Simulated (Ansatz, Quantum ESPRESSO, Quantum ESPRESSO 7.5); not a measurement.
**Be chain with one bond drawn out by 2.0 Å: ballistic transmission**

How well does the junction conduct in the ballistic limit? It is: Be chain with one bond drawn out by 2.0 Å.

Method: plane-wave DFT, LDA, GBRV ultrasoft pseudopotentials (cross-check by Ansatz 0.2.0 with PAW datasets), in Quantum ESPRESSO 7.5.

## (1) Starting point

The cell holds 10 atoms: 10 Be. Cell: a = 7.500 Å, b = 7.500 Å, c = 23.500 Å, α = 90.0°, β = 90.0°, γ = 90.0°. Regions: left lead, 5 atoms (5 Be); right lead, 5 atoms (5 Be). Vacuum lies along a and b. The structure is stacked along c, and the current runs across the ab planes.

## (2) Self-consistent run

One periodic cell holds a stretch of lead, the junction and more lead; the atoms stay as built.

scf.in

```
&control
  prefix = 'scf'
  outdir = './out'
  pseudo_dir = './pseudo'
  calculation = 'scf'
  tprnfor = .true.
/
&system
  ibrav = 0
  nat = 10
  ntyp = 1
  ecutwfc = 34
  ecutrho = 170
  occupations = 'smearing'
  smearing = 'mv'
  degauss = 0.01
/
&electrons
  conv_thr = 1e-07
  mixing_beta = 0.25
  electron_maxstep = 120
  mixing_mode = 'local-TF'
/
ATOMIC_SPECIES
  Be  9.0122  be_lda_v1.4.uspp.F.UPF
CELL_PARAMETERS angstrom
  7.50000000000000 0.00000000000000 0.00000000000000
  0.00000000000000 7.50000000000000 0.00000000000000
  0.00000000000000 0.00000000000000 23.50000000000000
ATOMIC_POSITIONS crystal
  Be  0.500000000000 0.500000000000 0.000000000000
  Be  0.500000000000 0.500000000000 0.091489361702
  Be  0.500000000000 0.500000000000 0.182978723404
  Be  0.500000000000 0.500000000000 0.274468085106
  Be  0.500000000000 0.500000000000 0.365957446809
  Be  0.500000000000 0.500000000000 0.542553191489
  Be  0.500000000000 0.500000000000 0.634042553191
  Be  0.500000000000 0.500000000000 0.725531914894
  Be  0.500000000000 0.500000000000 0.817021276596
  Be  0.500000000000 0.500000000000 0.908510638298
K_POINTS automatic
  1 1 3 0 0 0
```

Launch:

```
OMP_NUM_THREADS=1 mpirun -n 2 pw.x -nk 1 -in scf.in > scf.out
```

Log:

```text
Program PWSCF v.7.5 starts
[citation notice left out]

     Parallel version (MPI & OpenMP), running on       2 processor cores
     Number of MPI processes:                 2
     Threads/MPI process:                     1

     MPI processes distributed on     1 nodes
[...]
Current dimensions of program PWSCF are:
     Max number of different atomic species (ntypx) = 10
     Max number of k-points (npk) =  40000
     Max angular momentum in pseudopotentials (lmaxx) =  4
     Message from routine setup:
     using ibrav=0 with symmetry is DISCOURAGED, use correct ibrav instead

     R & G space division:  proc/nbgrp/npool/nimage =       2
     Subspace diagonalization in iterative solution of the eigenvalue problem:
     a serial algorithm will be used

     Parallelization info
     --------------------
     sticks:   dense  smooth     PW     G-vecs:    dense   smooth      PW
     Min        1354    1088    276               167060   119480   15310
     Max        1355    1089    277               167073   119485   15317
     Sum        2709    2177    553               334133   238965   30627

     Using Slab Decomposition

     bravais-lattice index     =            0
     lattice parameter (alat)  =      14.1729  a.u.
     unit-cell volume          =    8920.4547 (a.u.)^3
     number of atoms/cell      =           10
     number of atomic types    =            1
     number of electrons       =        40.00
     number of Kohn-Sham states=           24
     kinetic-energy cutoff     =      34.0000  Ry
     charge density cutoff     =     170.0000  Ry
     scf convergence threshold =      1.0E-07
     mixing beta               =       0.2500
     number of iterations used =            8  local-TF  mixing
     Exchange-correlation=  SLA  PZ   NOGX NOGC
                           (   1   1   0   0   0   0   0)

     celldm(1)=  14.172946  celldm(2)=   0.000000  celldm(3)=   0.000000
     celldm(4)=   0.000000  celldm(5)=   0.000000  celldm(6)=   0.000000

     crystal axes: (cart. coord. in units of alat)
               a(1) = (   1.000000   0.000000   0.000000 )
               a(2) = (   0.000000   1.000000   0.000000 )
               a(3) = (   0.000000   0.000000   3.133333 )

     reciprocal axes: (cart. coord. in units 2 pi/alat)
               b(1) = (  1.000000  0.000000  0.000000 )
               b(2) = (  0.000000  1.000000  0.000000 )
               b(3) = (  0.000000  0.000000  0.319149 )

     PseudoPot. # 1 for Be read from file:
     ./pseudo/be_lda_v1.4.uspp.F.UPF
     Pseudo is Ultrasoft, Zval =  4.0
     Generated by new atomic code, or converted to UPF format
     Using radial grid of  769 points,  6 beta functions with:
                l(1) =   0
                l(2) =   0
                l(3) =   0
                l(4) =   1
                l(5) =   1
                l(6) =   2
     Q(r) pseudized with 10 coefficients,  rinner =    1.000   1.000   1.000
                                                       1.000   1.000

     atomic species   valence    mass     pseudopotential
     Be                4.00     9.01220     Be( 1.00)

      8 Sym. Ops. (no inversion) found

   Cartesian axes

     site n.     atom                  positions (alat units)
         1        Be     tau(   1) = (   0.5000000   0.5000000   0.0000000  )
         2        Be     tau(   2) = (   0.5000000   0.5000000   0.2866667  )
         3        Be     tau(   3) = (   0.5000000   0.5000000   0.5733333  )
         4        Be     tau(   4) = (   0.5000000   0.5000000   0.8600000  )
         5        Be     tau(   5) = (   0.5000000   0.5000000   1.1466667  )
         6        Be     tau(   6) = (   0.5000000   0.5000000   1.7000000  )
         7        Be     tau(   7) = (   0.5000000   0.5000000   1.9866667  )
         8        Be     tau(   8) = (   0.5000000   0.5000000   2.2733333  )
         9        Be     tau(   9) = (   0.5000000   0.5000000   2.5600000  )
        10        Be     tau(  10) = (   0.5000000   0.5000000   2.8466667  )

     number of k points=     2  Marzari-Vanderbilt smearing, width (Ry)=  0.0100
                       cart. coord. in units 2pi/alat
        k(    1) = (   0.0000000   0.0000000   0.0000000), wk =   0.6666667
        k(    2) = (   0.0000000   0.0000000   0.1063830), wk =   1.3333333

     Dense  grid:   334133 G-vectors     FFT dimensions: (  60,  60, 192)

     Smooth grid:   238965 G-vectors     FFT dimensions: (  54,  54, 180)

     Estimated max dynamical RAM per process >     520.75 MB

     Estimated total dynamical RAM >       1.02 GB

     Initial potential from superposition of free atoms

     starting charge      39.9984, renormalised to      40.0000

     negative rho (up, down):  8.871E-03 0.000E+00
     Starting wfcs are   50 randomized atomic wfcs

     total cpu time spent up to now is        1.9 secs

     per-process dynamical memory:   140.2 Mb

     Self-consistent Calculation

     iteration #  1     ecut=    34.00 Ry     beta= 0.25
     Davidson diagonalization with overlap
     ethr =  1.00E-02,  avg # of iterations =  2.0

     negative rho (up, down):  3.635E-03 0.000E+00

     total cpu time spent up to now is        5.2 secs

     total energy              =    -277.88239379 Ry
     estimated scf accuracy    <       1.93233039 Ry

     iteration #  2     ecut=    34.00 Ry     beta= 0.25
[...]
negative rho (up, down):  1.059E-03 0.000E+00

[...]
total energy              =    -277.87263391 Ry
     estimated scf accuracy    <       0.49507677 Ry

     iteration #  3     ecut=    34.00 Ry     beta= 0.25
[...]
negative rho (up, down):  6.287E-05 0.000E+00

[...]
total energy              =    -277.71608118 Ry
     estimated scf accuracy    <       0.35540218 Ry

     iteration #  4     ecut=    34.00 Ry     beta= 0.25
[...]
negative rho (up, down):  6.229E-05 0.000E+00

[...]
total energy              =    -277.75626482 Ry
     estimated scf accuracy    <       0.04082864 Ry

     iteration #  5     ecut=    34.00 Ry     beta= 0.25
[...]
negative rho (up, down):  1.124E-03 0.000E+00

[...]
total energy              =    -277.75229705 Ry
     estimated scf accuracy    <       0.02077662 Ry

     iteration #  6     ecut=    34.00 Ry     beta= 0.25
[...]
negative rho (up, down):  1.730E-03 0.000E+00

[...]
total energy              =    -277.75327171 Ry
     estimated scf accuracy    <       0.00730187 Ry

     iteration #  7     ecut=    34.00 Ry     beta= 0.25
[...]
negative rho (up, down):  1.360E-03 0.000E+00

[...]
total energy              =    -277.75477223 Ry
     estimated scf accuracy    <       0.00484364 Ry

     iteration #  8     ecut=    34.00 Ry     beta= 0.25
[...]
negative rho (up, down):  3.656E-03 0.000E+00

[...]
total energy              =    -277.75486670 Ry
     estimated scf accuracy    <       0.00173174 Ry

     iteration #  9     ecut=    34.00 Ry     beta= 0.25
[...]
negative rho (up, down):  3.916E-03 0.000E+00

[...]
total energy              =    -277.75575218 Ry
     estimated scf accuracy    <       0.00254376 Ry

     iteration # 10     ecut=    34.00 Ry     beta= 0.25
[...]
negative rho (up, down):  8.071E-03 0.000E+00

[...]
total energy              =    -277.75500405 Ry
     estimated scf accuracy    <       0.00403087 Ry

     iteration # 11     ecut=    34.00 Ry     beta= 0.25
[...]
negative rho (up, down):  8.502E-03 0.000E+00

[...]
total energy              =    -277.75515439 Ry
     estimated scf accuracy    <       0.00030672 Ry

     iteration # 12     ecut=    34.00 Ry     beta= 0.25
[...]
negative rho (up, down):  8.589E-03 0.000E+00

[...]
total energy              =    -277.75519409 Ry
     estimated scf accuracy    <       0.00008697 Ry

     iteration # 13     ecut=    34.00 Ry     beta= 0.25
[...]
negative rho (up, down):  9.055E-03 0.000E+00

[...]
total energy              =    -277.75519193 Ry
     estimated scf accuracy    <       0.00005376 Ry

     iteration # 14     ecut=    34.00 Ry     beta= 0.25
[...]
negative rho (up, down):  9.510E-03 0.000E+00

[...]
total energy              =    -277.75518663 Ry
     estimated scf accuracy    <       0.00002118 Ry

     iteration # 15     ecut=    34.00 Ry     beta= 0.25
[...]
negative rho (up, down):  9.473E-03 0.000E+00

[...]
total energy              =    -277.75519058 Ry
     estimated scf accuracy    <       0.00000213 Ry

     iteration # 16     ecut=    34.00 Ry     beta= 0.25
[...]
negative rho (up, down):  9.353E-03 0.000E+00

[...]
total energy              =    -277.75519140 Ry
     estimated scf accuracy    <       0.00000302 Ry

     iteration # 17     ecut=    34.00 Ry     beta= 0.25
[...]
negative rho (up, down):  9.306E-03 0.000E+00

[...]
total energy              =    -277.75519205 Ry
     estimated scf accuracy    <       0.00000499 Ry

     iteration # 18     ecut=    34.00 Ry     beta= 0.25
[...]
negative rho (up, down):  9.236E-03 0.000E+00

[...]
total energy              =    -277.75519201 Ry
     estimated scf accuracy    <       0.00000266 Ry

     iteration # 19     ecut=    34.00 Ry     beta= 0.25
[...]
negative rho (up, down):  9.280E-03 0.000E+00

[...]
total energy              =    -277.75519200 Ry
     estimated scf accuracy    <       0.00000166 Ry

     iteration # 20     ecut=    34.00 Ry     beta= 0.25
[...]
negative rho (up, down):  9.341E-03 0.000E+00

[...]
total energy              =    -277.75519204 Ry
     estimated scf accuracy    <       0.00000134 Ry

     iteration # 21     ecut=    34.00 Ry     beta= 0.25
[...]
negative rho (up, down):  9.273E-03 0.000E+00

[...]
total energy              =    -277.75519207 Ry
     estimated scf accuracy    <       0.00000061 Ry

     iteration # 22     ecut=    34.00 Ry     beta= 0.25
[...]
negative rho (up, down):  9.311E-03 0.000E+00

[...]
End of self-consistent calculation

          k = 0.0000 0.0000 0.0000 ( 29915 PWs)   bands (ev):

  -103.3400-103.3393-102.3288-102.3287-101.9214-101.9211-101.7210-101.7208
  -101.6487-101.6415  -6.6577  -6.6166  -6.2831  -5.9402  -5.5338  -4.9599
    -4.4149  -3.6840  -3.1163  -2.6238  -2.4790  -2.4790  -2.3812  -2.3812

          k = 0.0000 0.0000 0.1064 ( 29838 PWs)   bands (ev):

  -103.3397-103.3390-102.3287-102.3283-101.9211-101.9210-101.7208-101.7205
  -101.6485-101.6412  -6.6491  -6.6277  -6.2729  -5.9596  -5.5055  -4.9989
    -4.3651  -3.7457  -3.0452  -2.6649  -2.4671  -2.4671  -2.4025  -2.4025

     the Fermi energy is    -2.5691 ev

!    total energy              =    -277.75519212 Ry
     estimated scf accuracy    <       0.00000003 Ry
     smearing contrib. (-TS)   =      -0.00435642 Ry
     internal energy E=F+TS    =    -277.75083570 Ry

     The total energy is F=E-TS. E is the sum of the following terms:
     one-electron contribution =    -339.48423377 Ry
     hartree contribution      =     120.90161209 Ry
     xc contribution           =     -45.58497699 Ry
     ewald contribution        =     -13.58323702 Ry

     convergence has been achieved in  22 iterations

     Forces acting on atoms (cartesian axes, Ry/au):

     atom    1 type  1   force =     0.00000000    0.00000000    0.00044332
     atom    2 type  1   force =     0.00000000    0.00000000    0.00125270
     atom    3 type  1   force =     0.00000000    0.00000000    0.00075855
     atom    4 type  1   force =     0.00000000    0.00000000   -0.00635988
     atom    5 type  1   force =     0.00000000    0.00000000    0.02994113
     atom    6 type  1   force =     0.00000000    0.00000000   -0.03001912
     atom    7 type  1   force =     0.00000000    0.00000000    0.00645267
     atom    8 type  1   force =     0.00000000    0.00000000   -0.00084418
     atom    9 type  1   force =     0.00000000    0.00000000   -0.00118275
     atom   10 type  1   force =     0.00000000    0.00000000   -0.00044243

     Total force =     0.043409     Total SCF correction =     0.000083

[...]
=------------------------------------------------------------------------------=
   JOB DONE.
=------------------------------------------------------------------------------=
```

Elapsed: 76 s, on 2 MPI ranks of Arm Neoverse V1, shared host; peak memory 0.96 GiB; 2.5 min of CPU time.

Numbers from this step:

| Quantity | Value |
| --- | --- |
| free energy | -3779.0519 eV |
| Fermi energy | -2.569 eV |

The program's own clock; routines nest. Time by routine:

```
     routine  wall time (s)  calls
       PWSCF          75.52      1
   electrons          72.75      1
     c_bands          31.13     22
     cegterg          29.73     44
       h_psi          24.72    223
        fftw          22.03   6390
    vloc_psi           19.5    223
     mix_rho          19.15     22
    sum_band           13.8     22
        ffts          12.49   2628
        newd           8.37     23
      calbec           3.73    275
h_psi:calbec           2.61    223
  add_vuspsi           2.56    223
```

The run needed 22 iterations to bring the estimated error under 1e-07 Ry; the largest force on any atom, held or free, is 0.77 eV/Å.

(Part 1 of 4 ends here.)

[Logs are printed without paths, hosts, clocks, repeated set-up lines and the standing remarks that a program may print on its own settings, such as how far it seeks lower states.]

[Hosts, paths, dates, database ids (printed as entryN), source tags and the programs' standing remarks are cut or masked in the printed files.]

[Maps of the electrostatic potential energy from Ansatz leave out the sawtooth potential of an applied field or a dipole correction, so their vacuum need not be flat; planar profiles and work functions include it.]
